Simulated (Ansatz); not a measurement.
## CsPbBr3 (Pm-3m): a many-body input that goes wrong, and its mend

What is wrong with this input for CsPbBr3 (Pm-3m)?

Method: G0W0 on PBE, plane waves, PAW; PAW set soft_1, in Ansatz 0.2.0.

## (1) The structure

It takes space group Pm-3m (No. 221, cubic). Conventional cell: a = 5.870 Å, b = 5.870 Å, c = 5.870 Å, α = 90.00°, β = 90.00°, γ = 90.00°. Nearest to Cs lie 12 Br at 4.15 Å. Nearest to Pb lie 6 Br at 2.94 Å. Nearest to Br lie 2 Pb at 2.94 Å and 4 Cs at 4.15 Å. Farther neighbours and most contacts between anions are not listed.

The cell and positions come from the Crystallography Open Database and are kept as given unless a step says otherwise. Spin-orbit coupling is left out unless a step names it.

## (2) First try

File input.yaml:

```yaml
crystal:
  lattice:
    - [5.87, 0.0, 0.0]
    - [0.0, 5.87, 0.0]
    - [0.0, 0.0, 5.87]
  atoms:
    - { symbol: Cs, position: [0.0, 0.0, 0.0] }
    - { symbol: Pb, position: [0.5, 0.5, 0.5] }
    - { symbol: Br, position: [0.0, 0.5, 0.5] }
    - { symbol: Br, position: [0.5, 0.0, 0.5] }
    - { symbol: Br, position: [0.5, 0.5, 0.0] }
kpoints:
  mp_grid: { grid: [2, 2, 2] }
hamiltonian:
  xc: pbe
  pseudopotentials: { kind: paw, azcp: { folder: soft_1 } }
scf:
  occupations: { method: fermi_dirac, width: 1.0 }
gw:
  n_empty_bands: 213
  ecut_chi: 60
  qp_bands: [v2, c2]
  qp_kpoints: band_edges
  screening: { model: contour_deformation }
```

The run is started by

```bash
ansatz run input.yaml --threads 2 --pin off --max-ram 92160MiB --backend cuda --events-out ev --progress --plain --runs-dir out --devices 1 --max-vram 13GiB
```

Numbers of over 12 decimals in the logs are rounded to 6 here.

The program printed:

```text
band count auto-derived: 55 (N_el = 44.0; filled up to band 22; 27 by the electrons, moments and atoms)
GPUs: using 1 of 1 available (devices: 1).
Engine: ansatz 0.2.0, x86_64-unknown-linux-gnu
Pseudopotentials: kind: paw
Pseudopotential: Cs, paw, valence charge 9, recommended cutoff 420 eV (normal), soft_1/Cs.paw.azcp
Pseudopotential: Pb, paw, valence charge 14, recommended cutoff 420 eV (normal), soft_1/Pb.paw.azcp
Pseudopotential: Br, paw, valence charge 7, recommended cutoff 420 eV (normal), soft_1/Br.paw.azcp
Functional definition: PBE
  parameter kappa = 0.804
  parameter beta = 0.066725
  exchange = pbe_x(kappa = kappa, mu = beta*pi^2/3)
  correlation = pbe_c(beta = beta)
device memory: the entry about to start is reckoned to put 2.0 GiB on a device that reports 37.6 GiB free (of which the cap on the GPU budget leaves the run 13.0 GiB)
GPU FFT provider: cuFFT
GPU libraries: cuBLAS 13.8.2, cuFFT 12.4.0, cuSOLVER 12.3.4
Crystal: 5 atoms, lattice volume = 202.262 Å³
Basis set: ecut = 420 eV, 3911 PW (Γ)
Bands: 55, of which v1, the nominal top of the filled ones, is band 22 counted from 1 (21 counted from 0)
Symmetry: 48 space group operations
Space group: Pm-3m (ITA 221), of the structure as read, at distance tolerance 5.9e-5 Å
k-points: 4 of 8
Non-local potential: Cs, projectors of the file, l = 0: 3, l = 1: 2, l = 2: 2, l = 3: 2
Non-local potential: Pb, projectors of the file, l = 0: 2, l = 1: 2, l = 2: 2, l = 3: 1
Non-local potential: Br, projectors of the file, l = 0: 2, l = 1: 2, l = 2: 2
PAW form: soft (Blöchl's): semilocal exchange-correlation on the pseudo side does not see the compensation charge
PAW one-centre angular grid: Cs, 194 points (default); XC on 64 Gauss nodes
PAW one-centre angular grid: Pb, 590 points (default); XC on 64 Gauss nodes
PAW one-centre angular grid: Br, 110 points (default); XC on 64 Gauss nodes
Initial density: superposition of atomic densities (chi_scale 0.1, normalization cell, long waves kept (reshape's long-wave potential 0.00 eV rms))
Initial wavefunctions: pseudopotential atomic-orbital guess
GPU buffer pool allocated for 64000 grid points (all kernels)
GPU transforms: local potential and band sums: pruned to the plane-wave sphere, on 40×40×40
Functional: x = pbe(κ = 0.804, μ = 0.219515), c = pbe(β = 0.066725)
SCF iter   1: F=—  HF=-25938.400424 eV  |F-HF|=—  |Δ(HF+E_count)|=         —  Δρ=2.27e-2  dr2=3.66e0  ethr=3.10e-3  ⟨swp⟩=15.5  Hψ=1528  notcnv=0
preconditioner: auto → LDOS  [metal: Δε(μ)=1.422 eV  Ē_g=17.192 eV  σ=1.000 eV  W_gap=0.33  n_scr=26 (ndim 8)  ℏωp=16.9 eV  f_vac=0.010  D(μ)=1.83/eV (n_scr^D=6)  β→1.0]
SCF iter   2: F=—  HF=-25937.027454 eV  |F-HF|=—  |Δ(HF+E_count)|=    1.37e0  Δρ=8.27e-3  dr2=1.72e-1  ethr=3.10e-3  ⟨swp⟩=3.5  Hψ=496  notcnv=0
SCF iter   3: F=—  HF=-25936.991481 eV  |F-HF|=—  |Δ(HF+E_count)|=   3.60e-2  Δρ=2.18e-3  dr2=8.81e-3  ethr=3.92e-4  ⟨swp⟩=2.5  Hψ=372  notcnv=0
SCF iter   4: F=—  HF=-25936.989316 eV  |F-HF|=—  |Δ(HF+E_count)|=   2.16e-3  Δρ=6.81e-4  dr2=8.92e-4  ethr=2.00e-5  ⟨swp⟩=2.0  Hψ=318  notcnv=0
SCF iter   5: F=—  HF=-25936.988974 eV  |F-HF|=—  |Δ(HF+E_count)|=   3.42e-4  Δρ=8.67e-5  dr2=2.39e-5  ethr=2.03e-6  ⟨swp⟩=2.2  Hψ=315  notcnv=0
SCF iter   6: F=—  HF=-25936.988980 eV  |F-HF|=—  |Δ(HF+E_count)|=   5.81e-6  Δρ=1.93e-5  dr2=1.25e-6  ethr=5.43e-8  ⟨swp⟩=2.5  Hψ=345  notcnv=0
SCF iter   7: F=-25936.988980 eV  HF=-25936.988980 eV  |F-HF|=2.39e-8  |Δ(HF+E_count)|=   4.03e-7  Δρ=3.51e-6  dr2=8.57e-8  ethr=2.27e-10  ⟨swp⟩=13.8  Hψ=1232  notcnv=0
SCF 1 converged in 7 iterations: F = -25936.988980 eV  dr2 = 8.57e-8
[...]
device memory: the entry about to start is reckoned to put 2.5 GiB on a device that reports 37.5 GiB free (of which the cap on the GPU budget leaves the run 13.0 GiB)
NSCF: frozen V_eff on 4 k-points
[...]
device memory: the entry about to start is reckoned to put 2.8 GiB on a device that reports 37.9 GiB free (of which the cap on the GPU budget leaves the run 13.0 GiB)
NSCF: frozen V_eff on 4 k-points
SCF converged after 7 iterations
Free energy (F): -25936.988980 eV
Harris-Foulkes:  -25936.988980 eV  (|F-HF|=2.39e-8)
Internal energy: -25931.461375 eV  (E = F + TS)
E sigma→0 (E₀):  -25934.225178 eV
Entropy (-TS):   -5.527605 eV (-1105.521 meV/atom)
Fermi energy:    4.637738 eV
--- Per-component energies (eV) ---
  E_band       = -232.269726
  E_kinetic    = 834.299660
  E_local      = -2555.707326  (includes V_loc(G=0)·N_el)
  E_nonlocal   = 483.268912
  E_hartree    = 948.798909
  E_xc         = -976.434156
  E_vxc        = -602.351011  (∫ρ·V_xc dr)
  E_paw        = -22392.941689  (= ΣΔE_a)
  E_vpaw       = -289.368073  (= ΣTr[D̂ρ^β])
  E_aug_tail   = -0.000013  (compensation charges beyond the density's cutoff)
  E_ewald      = -2272.745672
  E_smearing   = -5.527605  (= −TS)
  E_closure    = -0.000000  (closes the sum)
  Σ components = -25936.988980   (vs F -25936.988980, Δ=0.00e0)
--- Band table (eV) ---
  k-point 0: bands = [... 18 lower, 1.4859, 1.6205, 1.6205, 1.6205, 6.7963, 7.8979, 7.8979, 8.7042, ... 29 higher]
  k-point 1: bands = [... 18 lower, 1.3624, 1.5080, 1.5080, 2.3679, 6.5823, 8.2354, 8.8379, 8.9168, ... 29 higher]
  k-point 2: bands = [... 18 lower, 1.2763, 1.4621, 1.9491, 3.1374, 6.0849, 6.0849, 8.7748, 9.0147, ... 29 higher]
  k-point 3: bands = [... 18 lower, 1.9602, 1.9602, 1.9602, 3.8698, 5.5285, 5.5285, 5.5285, 8.3192, ... 29 higher]
```

It took 7.6 s on 1 × NVIDIA H100 80GB HBM3 (shared by 6 runs) with 2 threads of AMD EPYC 7R13 (Zen 3), shared host; peak memory 0.99 GiB.

**What went wrong?**

The self-consistent loop converged; the step after it was not made.

The fault: smeared occupations of electronvolts. A wide smearing fills conduction states and empties valence ones, so the start is no longer the insulator.

## (3) A better input

Now the one-shot GW correction: screening in the RPA, then the self-energy of the levels asked for. This step takes PAW set soft_1 files.

input.yaml, the sections that differ from step 2:

```yaml
kpoints:
  mp_grid: { grid: [4, 4, 4] }
scf:
  occupations: { method: fixed }
gw:
  n_empty_bands: 843
  ecut_chi: 150.0
  qp_bands: [v2, c2]
  qp_kpoints: band_edges
  screening: { model: contour_deformation }
# crystal, hamiltonian: as in step 2
```

The program printed:

```text
GPUs: using 1 of 1 available (devices: 1).
[...]
GPU FFT provider: cuFFT
GPU libraries: cuBLAS 13.8.2, cuFFT 12.4.0, cuSOLVER 12.3.4
Crystal: 5 atoms, lattice volume = 202.262 Å³
Basis set: ecut = 420 eV, 3911 PW (Γ)
Bands: 27, of which v1, the nominal top of the filled ones, is band 22 counted from 1 (21 counted from 0)
[... 1 set-up line as in the run before ...]
[...]
k-points: 10 of 64
[...]
GPU buffer pool allocated for 64000 grid points (all kernels)
[...]
SCF iter   1: F=—  HF=-25936.774686 eV  |F-HF|=—  |Δ(HF+E_count)|=         —  Δρ=1.93e-2  dr2=1.96e0  ethr=3.10e-3  ⟨swp⟩=4.9  Hψ=1134  notcnv=0  defer=15
[...]
SCF iter   8: F=-25935.787092 eV  HF=-25935.787092 eV  |F-HF|=1.23e-8  |Δ(HF+E_count)|=   1.17e-7  Δρ=2.28e-6  dr2=1.30e-8  ethr=2.27e-10  ⟨swp⟩=11.5  Hψ=1234  notcnv=0
SCF 1 converged in 8 iterations: F = -25935.787092 eV  dr2 = 1.30e-8
[...]
ik  band        ε_KS         Σx   Σc(E_QP)       V_xc       Z   E_QP_lin       E_QP  E_QP is
     0    21      1.8245   -19.2642     2.6073   -15.4344  0.7374     0.5416     0.6020  root
     0    22      1.8245   -19.2642     2.6073   -15.4344  0.7374     0.5416     0.6020  root
     0    23      6.8793    -3.7386    -3.3004    -7.2304  0.8195     7.0714     7.0707  root
     0    24      7.9672    -3.4010    -3.3112    -7.0383  0.8179     8.2955     8.2933  root
     8    21      2.1878   -19.5517     2.5577   -15.7526  0.7418     0.8854     0.9465  root
     8    22      3.3205   -18.9798     0.8975   -17.2148  0.7671     2.4340     2.4531  root
     8    23      5.7008    -8.6212    -3.3433   -12.2346  0.7870     5.9723     5.9708  root
     8    24      5.7008    -8.6212    -3.3433   -12.2346  0.7870     5.9723     5.9708  root
     9    21      2.1938   -19.5708     2.5560   -15.7737  0.7419     0.8917     0.9527  root
     9    22      3.8865   -19.1972     0.6116   -17.7611  0.7722     3.0464     3.0621  root
     9    23      5.4185    -8.1334    -3.3098   -11.6993  0.7909     5.6758     5.6746  root
     9    24      5.4185    -8.1334    -3.3098   -11.6993  0.7909     5.6758     5.6746  root
[key lines of the parts left out:]
SCF converged after 8 iterations
Free energy (F): -25935.787092 eV
Fermi energy:    3.886537 eV
```

It took 30 s on 1 × NVIDIA H100 80GB HBM3 (shared by 6 runs) with 2 threads; peak memory 3.1 GiB.

Numbers from this step:

```yaml
bands_summed: 865
rpa_eps_infinity_on_this_mesh_eigenvalues: 5.696, 5.696, 5.696
plane_waves_in_the_screening_matrix: 847
q_points_in_the_mesh: 64
g0w0_gap_on_the_mesh: 2.612 eV
k_of_the_valence_top: -0.5, -0.5, -0.5
k_of_the_conduction_bottom: -0.5, -0.5, -0.5
starting_gap_on_the_mesh: 1.532 eV
z_at_the_valence_top: 0.7722
z_at_the_conduction_bottom: 0.7909
least_direct_g0w0_gap_on_the_computed_points: 2.612 eV
```

The gap on the mesh goes from 1.53 eV to 2.61 eV, a correction of +1.08 eV. Between the two edge states, bare exchange in place of the xc potential would open the gap by 5.00 eV, and correlation takes back 3.92 eV.

## (4) Outcome

```json
{
  "first try": "the many-body step was refused after 7.6 s",
  "better run": "G0W0 gap on the mesh 2.61 eV (4×4×4 mesh, 843 empty bands, screening to 150 eV, PAW set soft_1 files)"
}
```

The second run differs in: mesh, empty bands, screening cutoff (eV) and smearing (eV). Bands and cutoff are finite, so the gap is not at the basis limit. The miss can reach some tenths of an eV and take either sign; the mesh is an error of its own. Where an edge is built on 6p states of lead, bismuth or thallium, scalar-relativistic gaps usually stand too wide, by a few tenths to over one eV. This is the ideal cubic cell; many perovskites, halides above all, are cubic only on average, and local tilts or off-centring can widen the gap. The many-body steps are scalar-relativistic: spin-orbit coupling is not in them.

[Paths, hosts, dates, memory and timing lines, banners, echoed tables and standing remarks are left out of the program output.]

[Logs are printed without paths, hosts, clocks, repeated set-up lines and the standing remarks that a program may print on its own settings, such as how far it seeks lower states.]

[Runs of the session that timed out or met a known fault of the program may be left out.]

[Cells called generated may have been cut or substituted from an entry of the Crystallography Open Database or the Materials Project.]

[Hosts, paths, dates, database ids (printed as entryN), source tags and the programs' standing remarks are cut or masked in the printed files.]
